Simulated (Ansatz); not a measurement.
## Li(100) with 4 thermally displaced layers, 2x2: scattering by thermal displacements

Aim: the resistivity of Li at 300 K from frozen thermal displacements between perfect leads.

Main program and level: Ansatz 0.2.0; Ansatz plane-wave DFT, PBE, PAW files; ballistic transport by layer matching (Landauer), zero bias; PAW set soft_1.

## 1. The starting structure

The cell holds 56 atoms: 56 Li. Its edges and angles: a = 7.020 Å, b = 7.020 Å, c = 24.570 Å, α = 90.0°, β = 90.0°, γ = 90.0°. It derives from Li. Regions: lead, 40 atoms (40 Li); scattering region, 16 atoms (16 Li). The structure is stacked along c, and the current runs across the ab planes.

## 2. With 4 displaced layers

Each atom of 4 layers is moved at random, by amounts drawn from a normal law 0.2347 Å wide in each direction from the Debye model (344 K) at 300 K. The layers about the cell's end stay perfect and serve as the lead. Disorder leaves little or no symmetry, which makes such runs dear. Energies from -0.05 to 0.05 eV in steps of 0.05 eV are too few for the program's thermal sum, so it prints no conductance; for a metal the transmission near the Fermi level serves, at a fraction of the cost.

Contents of input.yaml:

```yaml
crystal:
  lattice:
    - [7.02, 0.0, 0.0]
    - [0.0, 7.02, 0.0]
    - [0.0, 0.0, 24.57]
  atoms:
    - { symbol: Li, position: [0.0, 0.0, 0.0357142857] }
    - { symbol: Li, position: [0.0, 0.5, 0.0357142857] }
    - { symbol: Li, position: [0.5, 0.0, 0.0357142857] }
    - { symbol: Li, position: [0.5, 0.5, 0.0357142857] }
    - { symbol: Li, position: [0.25, 0.25, 0.1071428571] }
    - { symbol: Li, position: [0.25, 0.75, 0.1071428571] }
    - { symbol: Li, position: [0.75, 0.25, 0.1071428571] }
    - { symbol: Li, position: [0.75, 0.75, 0.1071428571] }
    - { symbol: Li, position: [0.0, 0.0, 0.1785714286] }
    - { symbol: Li, position: [0.0, 0.5, 0.1785714286] }
    - { symbol: Li, position: [0.5, 0.0, 0.1785714286] }
    - { symbol: Li, position: [0.5, 0.5, 0.1785714286] }
    - { symbol: Li, position: [0.25, 0.25, 0.25] }
    - { symbol: Li, position: [0.25, 0.75, 0.25] }
    - { symbol: Li, position: [0.75, 0.25, 0.25] }
    - { symbol: Li, position: [0.75, 0.75, 0.25] }
    - { symbol: Li, position: [0.0, 0.0, 0.3214285714] }
    - { symbol: Li, position: [0.0, 0.5, 0.3214285714] }
    - { symbol: Li, position: [0.5, 0.0, 0.3214285714] }
    - { symbol: Li, position: [0.5, 0.5, 0.3214285714] }
    - { symbol: Li, position: [0.2542032617, 0.2455836289, 0.3989742403] }
    - { symbol: Li, position: [0.2535068947, 0.7320921449, 0.3963109747] }
    - { symbol: Li, position: [0.7935937634, 0.2816616733, 0.3861353054] }
    - { symbol: Li, position: [0.7076959492, 0.7291634367, 0.3932518744] }
    - { symbol: Li, position: [0.9222723635, 0.9926856199, 0.4523852004] }
    - { symbol: Li, position: [0.9755197173, 0.4818049873, 0.4612645237] }
    - { symbol: Li, position: [0.5137611377, 0.0348520549, 0.4630579953] }
    - { symbol: Li, position: [0.5456819656, 0.4777620106, 0.4676432179] }
    - { symbol: Li, position: [0.28020373, 0.2531429062, 0.528612636] }
    - { symbol: Li, position: [0.2191859842, 0.7346978599, 0.537817514] }
    - { symbol: Li, position: [0.7162476574, 0.2430070934, 0.5341934231] }
    - { symbol: Li, position: [0.7680809, 0.757176226, 0.5391086839] }
    - { symbol: Li, position: [0.9781419872, 0.9956669127, 0.6146311218] }
    - { symbol: Li, position: [0.0499265964, 0.4579084333, 0.6216033375] }
    - { symbol: Li, position: [0.5449936908, 0.0261198644, 0.6096688466] }
    - { symbol: Li, position: [0.4895053095, 0.5487427964, 0.6258665719] }
    - { symbol: Li, position: [0.25, 0.25, 0.6785714286] }
    - { symbol: Li, position: [0.25, 0.75, 0.6785714286] }
    - { symbol: Li, position: [0.75, 0.25, 0.6785714286] }
    - { symbol: Li, position: [0.75, 0.75, 0.6785714286] }
    - { symbol: Li, position: [0.0, 0.0, 0.75] }
    - { symbol: Li, position: [0.0, 0.5, 0.75] }
    - { symbol: Li, position: [0.5, 0.0, 0.75] }
    - { symbol: Li, position: [0.5, 0.5, 0.75] }
    - { symbol: Li, position: [0.25, 0.25, 0.8214285714] }
    - { symbol: Li, position: [0.25, 0.75, 0.8214285714] }
    - { symbol: Li, position: [0.75, 0.25, 0.8214285714] }
    - { symbol: Li, position: [0.75, 0.75, 0.8214285714] }
    - { symbol: Li, position: [0.0, 0.0, 0.8928571429] }
    - { symbol: Li, position: [0.0, 0.5, 0.8928571429] }
    - { symbol: Li, position: [0.5, 0.0, 0.8928571429] }
    - { symbol: Li, position: [0.5, 0.5, 0.8928571429] }
    - { symbol: Li, position: [0.25, 0.25, 0.9642857143] }
    - { symbol: Li, position: [0.25, 0.75, 0.9642857143] }
    - { symbol: Li, position: [0.75, 0.25, 0.9642857143] }
    - { symbol: Li, position: [0.75, 0.75, 0.9642857143] }
kpoints:
  mp_grid: { grid: [3, 3, 1] }
hamiltonian:
  xc: pbe
  pseudopotentials: { kind: paw, azcp: { folder: soft_1 } }
scf:
  occupations: { method: fermi_dirac, width: 0.1 }
output:
  transmission: { leads: [[0, 4]], kmesh: [6, 6], e_range: [-0.05, 0.05], de: 0.05 }
  write_potential: true
  write_density: true
  volumetric_format: npy
  elf: true
```

On the command line:

```console
ansatz run input.yaml --threads 4 --pin off --max-ram 15360MiB --backend cpu --events-out ev --progress --plain --runs-dir out
```

Numbers of over 12 decimals in the logs are rounded to 6 here.

Output:

```text
Engine: ansatz 0.2.0, aarch64-unknown-linux-gnu
Pseudopotentials: kind: paw
Pseudopotential: Li, paw, valence charge 3, recommended cutoff 420 eV (normal), soft_1/Li.paw.azcp
Functional definition: PBE
  parameter kappa = 0.804
  parameter beta = 0.066725
  exchange = pbe_x(kappa = kappa, mu = beta*pi^2/3)
  correlation = pbe_c(beta = beta)
Crystal: 56 atoms, lattice volume = 1210.819 Å³
Basis set: ecut = 420 eV, 23719 PW (Γ)
Bands: 140, of which v1, the nominal top of the filled ones, is band 84 counted from 1 (83 counted from 0)
Symmetry: 1 space group operations
Space group: P1 (ITA 1), of the structure as read, at distance tolerance 1.1e-4 Å
k-points: 5 of 9 (time reversal used)
Non-local potential: Li, projectors of the file, l = 0: 3, l = 1: 2, l = 2: 1
PAW form: soft (Blöchl's): semilocal exchange-correlation on the pseudo side does not see the compensation charge
PAW one-centre angular grid: Li, 110 points (default); XC on 96 Gauss nodes
Initial density: superposition of atomic densities (chi_scale 0.1, normalization cell)
Initial wavefunctions: pseudopotential atomic-orbital guess
Functional: x = pbe(κ = 0.804, μ = 0.219515), c = pbe(β = 0.066725)
SCF iter   1: F=—  HF=-11462.743897 eV  |F-HF|=—  |Δ(HF+E_count)|=         —  Δρ=5.50e-3  dr2=2.57e0  ethr=3.10e-3  ⟨swp⟩=10.4  Hψ=4440  notcnv=0  defer=74
preconditioner: auto → Kerker (q_TF=auto, 1.963 Å⁻¹)  [metal: Δε(μ)=0.081 eV  Ē_g=3.814 eV  σ=0.100 eV  W_gap=0.20  n_scr=138 (ndim 8)  ℏωp=8.0 eV  f_vac=0.000  D(μ)=25.52/eV (n_scr^D=138)]
SCF iter   2: F=—  HF=-11462.061879 eV  |F-HF|=—  |Δ(HF+E_count)|=   6.82e-1  Δρ=3.85e-3  dr2=1.15e0  ethr=1.53e-3  ⟨swp⟩=1.8  Hψ=827  notcnv=0  defer=103
SCF iter   3: F=—  HF=-11461.810825 eV  |F-HF|=—  |Δ(HF+E_count)|=   2.51e-1  Δρ=6.15e-4  dr2=8.14e-2  ethr=6.87e-4  ⟨swp⟩=2.0  Hψ=850  notcnv=0  defer=114
SCF iter   4: F=—  HF=-11461.802982 eV  |F-HF|=—  |Δ(HF+E_count)|=   7.84e-3  Δρ=2.63e-4  dr2=2.86e-3  ethr=4.85e-5  ⟨swp⟩=1.0  Hψ=585  notcnv=0  defer=114
SCF iter   5: F=—  HF=-11461.802561 eV  |F-HF|=—  |Δ(HF+E_count)|=   4.21e-4  Δρ=9.41e-5  dr2=4.54e-4  ethr=1.70e-6  ⟨swp⟩=1.0  Hψ=585  notcnv=0  defer=114
SCF iter   6: F=—  HF=-11461.802504 eV  |F-HF|=—  |Δ(HF+E_count)|=   5.68e-5  Δρ=1.50e-5  dr2=9.07e-6  ethr=2.70e-7  ⟨swp⟩=2.0  Hψ=701  notcnv=0  defer=114
SCF iter   7: F=—  HF=-11461.802558 eV  |F-HF|=—  |Δ(HF+E_count)|=   5.40e-5  Δρ=3.24e-6  dr2=4.75e-7  ethr=5.40e-9  ⟨swp⟩=2.0  Hψ=1182  notcnv=0  defer=115
SCF iter   8: F=-11461.802558 eV  HF=-11461.802558 eV  |F-HF|=1.69e-8  |Δ(HF+E_count)|=   3.55e-8  Δρ=6.12e-7  dr2=2.55e-8  ethr=5.95e-11  ⟨swp⟩=12.6  Hψ=2953  notcnv=0
SCF 1 converged in 8 iterations: F = -11461.802558 eV  dr2 = 2.55e-8
  greatest PAW one-centre occupation: 1.000 electrons in one spin orbital (limit 2), on the Li atom at site 30 (counted from 0), in its partial waves of l = 0
transmission: 72 of 640 steps passed
transmission: 132 of 640 steps passed
[...]
transmission: 640 of 640 steps passed
SCF converged after 8 iterations
Free energy (F): -11461.802558 eV
Harris-Foulkes:  -11461.802558 eV  (|F-HF|=1.69e-8)
Internal energy: -11460.947520 eV  (E = F + TS)
E sigma→0 (E₀):  -11461.375039 eV
Entropy (-TS):   -0.855038 eV (-15.269 meV/atom)
Fermi energy:    0.766959 eV
--- Per-component energies (eV) ---
  E_band       = -5162.620148
  E_kinetic    = 867.929259
  E_local      = -8003.592063  (includes V_loc(G=0)·N_el)
  E_nonlocal   = -1109.597384
  E_hartree    = 2319.923433
  E_xc         = -455.818020
  E_vxc        = -587.851330  (∫ρ·V_xc dr)
  E_paw        = -1344.428461  (= ΣΔE_a)
  E_vpaw       = -969.369289  (= ΣTr[D̂ρ^β])
  E_aug_tail   = 0.014370  (compensation charges beyond the density's cutoff)
  E_ewald      = -3735.378653
  E_smearing   = -0.855038  (= −TS)
  E_closure    = -0.000000  (closes the sum)
  Σ components = -11461.802558   (vs F -11461.802558, Δ=0.00e0)
--- Band table (eV; the first three rows and the last of 5) ---
  k-point 0: bands = [... 80 lower, 0.3602, 0.3668, 0.4115, 0.4268, 0.4373, 0.9153, 0.9223, 0.9251, ... 52 higher]
  k-point 1: bands = [... 80 lower, 0.6044, 0.6248, 0.6400, 0.6739, 0.7380, 0.7396, 0.7920, 0.8042, ... 52 higher]
  k-point 2: bands = [... 80 lower, 0.5942, 0.6226, 0.6473, 0.6533, 0.7397, 0.7493, 0.7934, 0.8233, ... 52 higher]
  k-point 4: bands = [... 80 lower, 0.2794, 0.3130, 0.8360, 0.8763, 1.0391, 1.0690, 1.3771, 1.4072, ... 52 higher]
--- Transmission ---
  basis      : 437 plane waves across, 32 finite elements along
  points     : 20, standing for a mesh of 6 x 6
  energies   : 3 from -0.050000 to 0.050000 eV about the Fermi level, 0.050000 eV apart; the leads are filled to 0.000000 eV, and channels, transmission and decay are at 0.000000 eV
  crystal 0  : Li4, at the sites [0, 4], period 1.7550 Å, over 17.55 Å; its Hamiltonian steps by up to 11.2 meV
    offset         : up to 0.0000 Å between an atom of the period and one for which it stands
    channels       : 4.916667e0 a spin
    conductance    : none, the energies end too early or step too widely for 300 K: set another output.transmission.e_range or a lower de, or, where they end at an eighth of basis.ecutwfc, a higher one
  junction   : crystal 0 to crystal 0, 0.70 to 23.51 Å
    transmission   : 4.369633e0 a spin
    conductance    : none, the energies end too early or step too widely for 300 K: set another output.transmission.e_range or a lower de, or, where they end at an eighth of basis.ecutwfc, a higher one
```

It took 13 min on 4 threads of Arm Neoverse V1, shared host; peak memory 3.1 GiB.

The column dr2 measures how far the density is from self-consistency, as an energy; F and HF (Harris–Foulkes) agree once it is small.

Numbers from this step:

```
free energy                                    : -11461.8026 eV
energy at zero smearing                        : -11461.3750 eV
Fermi energy                                   : 0.7670 eV
cell area                                      : 49.28 Å²
transmission per spin nearest the Fermi level  : 4.370
open channels per spin nearest the Fermi level : 4.917
step of the lead's potential                   : 11.2 meV
```

Per spin. Transmission, zone mean against energy, zero at the Fermi level:

| energy (eV) | transmission, zone mean |
| --- | --- |
| -0.0500 | 4.25 |
| 0.0000 | 4.37 |
| 0.0500 | 4.44 |

Per spin. Open channels, zone mean, lead against energy, zero at the Fermi level:

| energy (eV) | open channels, zone mean, lead |
| --- | --- |
| -0.0500 | 4.69 |
| 0.0000 | 4.92 |
| 0.0500 | 4.92 |

Transmission over k1 and k2. At 0.0000 eV from the Fermi level.

Ten even steps from '0' (3.87) to '9' (5.13):
```
003930
028483
784648
038482
003930
000800
```
Columns: k1 (b1) from -0.5 to 0.333; rows upwards: k2 (b2) from -0.5 to 0.333.

Open channels over k1 and k2. At 0.0000 eV from the Fermi level.

Ten even steps from '_' (4.00) to '@' (6.00):
```
____++@@++__
__++@@++@@++
@@@@++++++@@
__++@@++@@++
____++@@++__
______@@____
```
Columns: k1 (b1) from -0.5 to 0.333; rows upwards: k2 (b2) from -0.5 to 0.333.

ELF in the ca plane at fractional y = 0.729, with atoms of Li within 0.2 Å of it. It is the smooth field of the valence electrons, not physical close to the nuclei.

Ten even steps from '0' (0.28 × 1e-1) to '9' (9.85 × 1e-1), each cell a mean:
```
66666666655555555666666654566666655566666666
66642224555555445566765210135665421245666542
66410000355542101467763001014654100003565300
65302630145520010157761068203553026301555104
65205970145410583036751079303652059701454108
65302630156410795036662023004663015301554103
66410001356520251036664100025665200013565300
66643224566641000256655322345666533345666542
66666556666665434566555444455555666666666666
66666666666676666665554444555545677776666666
66654445666666544555554434455555555566666654
66531002566653000245543211245655310124565420
65300210256630131024541000025664002002555201
65204960156520597014530056104663049601454107
65204960156510596014530299304663049601454106
65300200256530020025540066104664002002555201
66531002466542000245552000026665310024566420
66665445665555434556665311356666544456666654
66666666665555555566666655666666666666666666
```
Columns run along c (16.0 Å, from fractional 0.17 to 0.83 of the cell), rows up along a (7.0 Å). Atoms in or near the plane, at fractional coordinates: Li at (0.25, 0.25), Li at (0.25, 0.75), Li at (0.40, 0.25), Li at (0.39, 0.71), Li at (0.54, 0.22), Li at (0.54, 0.77), Li at (0.68, 0.25), Li at (0.68, 0.75), Li at (0.82, 0.25), Li at (0.82, 0.75).

Electrostatic potential energy in the ca plane at fractional y = 0.729, with atoms of Li within 0.2 Å of it. With pseudopotentials it is smooth inside the atoms' cores, unlike the true potential.

Ten even steps from '0' (-29 eV) to '9' (4 eV), each cell a mean:
```
99999999999999999999999999999999999999999999
99999999999999999999999988899999999999999999
99987678999999889999999855789999876789999987
99974127999998657899998510389999831279999862
99971006899986103799998500389999710058999850
99974127999985001799999743689999831379999862
99987678999997324899999888899999876789999987
99999999999998778999999999999999999999999999
99999999999999999999999999999999999999999999
99999999999999999999999999999999999999999999
99999999999999999999999999999999999999999999
99998889999999888999999999999999988899999998
99986358999998534899999876899999853589999975
99972016899996101689998521589999720168999861
99972016899996101689998400289999720168999861
99986358999998545899998511489999864589999975
99998889999999888999999866799999988899999998
99999999999999999999999988999999999999999999
99999999999999999999999999999999999999999999
```
Columns run along c (16.0 Å, from fractional 0.17 to 0.83 of the cell; values clipped at the 3rd and 97th percentile), rows up along a (7.0 Å). Atoms in or near the plane, at fractional coordinates: Li at (0.25, 0.25), Li at (0.25, 0.75), Li at (0.40, 0.25), Li at (0.39, 0.71), Li at (0.54, 0.22), Li at (0.54, 0.77), Li at (0.68, 0.25), Li at (0.68, 0.75), Li at (0.82, 0.25), Li at (0.82, 0.75).

Valence density in the ca plane at fractional y = 0.729, with atoms of Li within 0.2 Å of it. It is the smooth field of the valence electrons, not physical close to the nuclei.

Ten steps, logarithmic in the rise over the least value, from '0' (0.0 e/Å³) to '9' (7.0 e/Å³), each cell a mean:
```
00000000000000000000000000000000000000000000
00000000000000000000000000000000000000000000
00000110000000000000000023100000001100000001
00004761000000231000000278500000057610000016
00016982000002785100000388500000079820000038
00004761000003897100000145200000057610000016
00000110000001574000000000000000011100000001
00000000000000010000000000000000000000000000
00000000000000000000000000000000000000000000
00000000000000000000000000000000000000000000
00000000000000000000000000000000000000000000
00000000000000000000000000000000000000000000
00002530000000364000000011000000025300000003
00016972000001797100000277300000069720000027
00016972000001797100000499600000069720000027
00002530000000253000000378400000024300000003
00000000000000000000000012000000000000000000
00000000000000000000000000000000000000000000
00000000000000000000000000000000000000000000
```
Columns run along c (16.0 Å, from fractional 0.17 to 0.83 of the cell), rows up along a (7.0 Å). Atoms in or near the plane, at fractional coordinates: Li at (0.25, 0.25), Li at (0.25, 0.75), Li at (0.40, 0.25), Li at (0.39, 0.71), Li at (0.54, 0.22), Li at (0.54, 0.77), Li at (0.68, 0.25), Li at (0.68, 0.75), Li at (0.82, 0.25), Li at (0.82, 0.75).

Over the solved energies the transmission per spin lies between 4.25 and 4.44, out of 4.84 channels of the lead on average (up to 4.92).

(Continued in part 2 of 2.)

[Logs are printed without paths, hosts, clocks, repeated set-up lines and the standing remarks that a program may print on its own settings, such as how far it seeks lower states.]

[Hosts, paths, dates, database ids (printed as entryN), source tags and the programs' standing remarks are cut or masked in the printed files.]
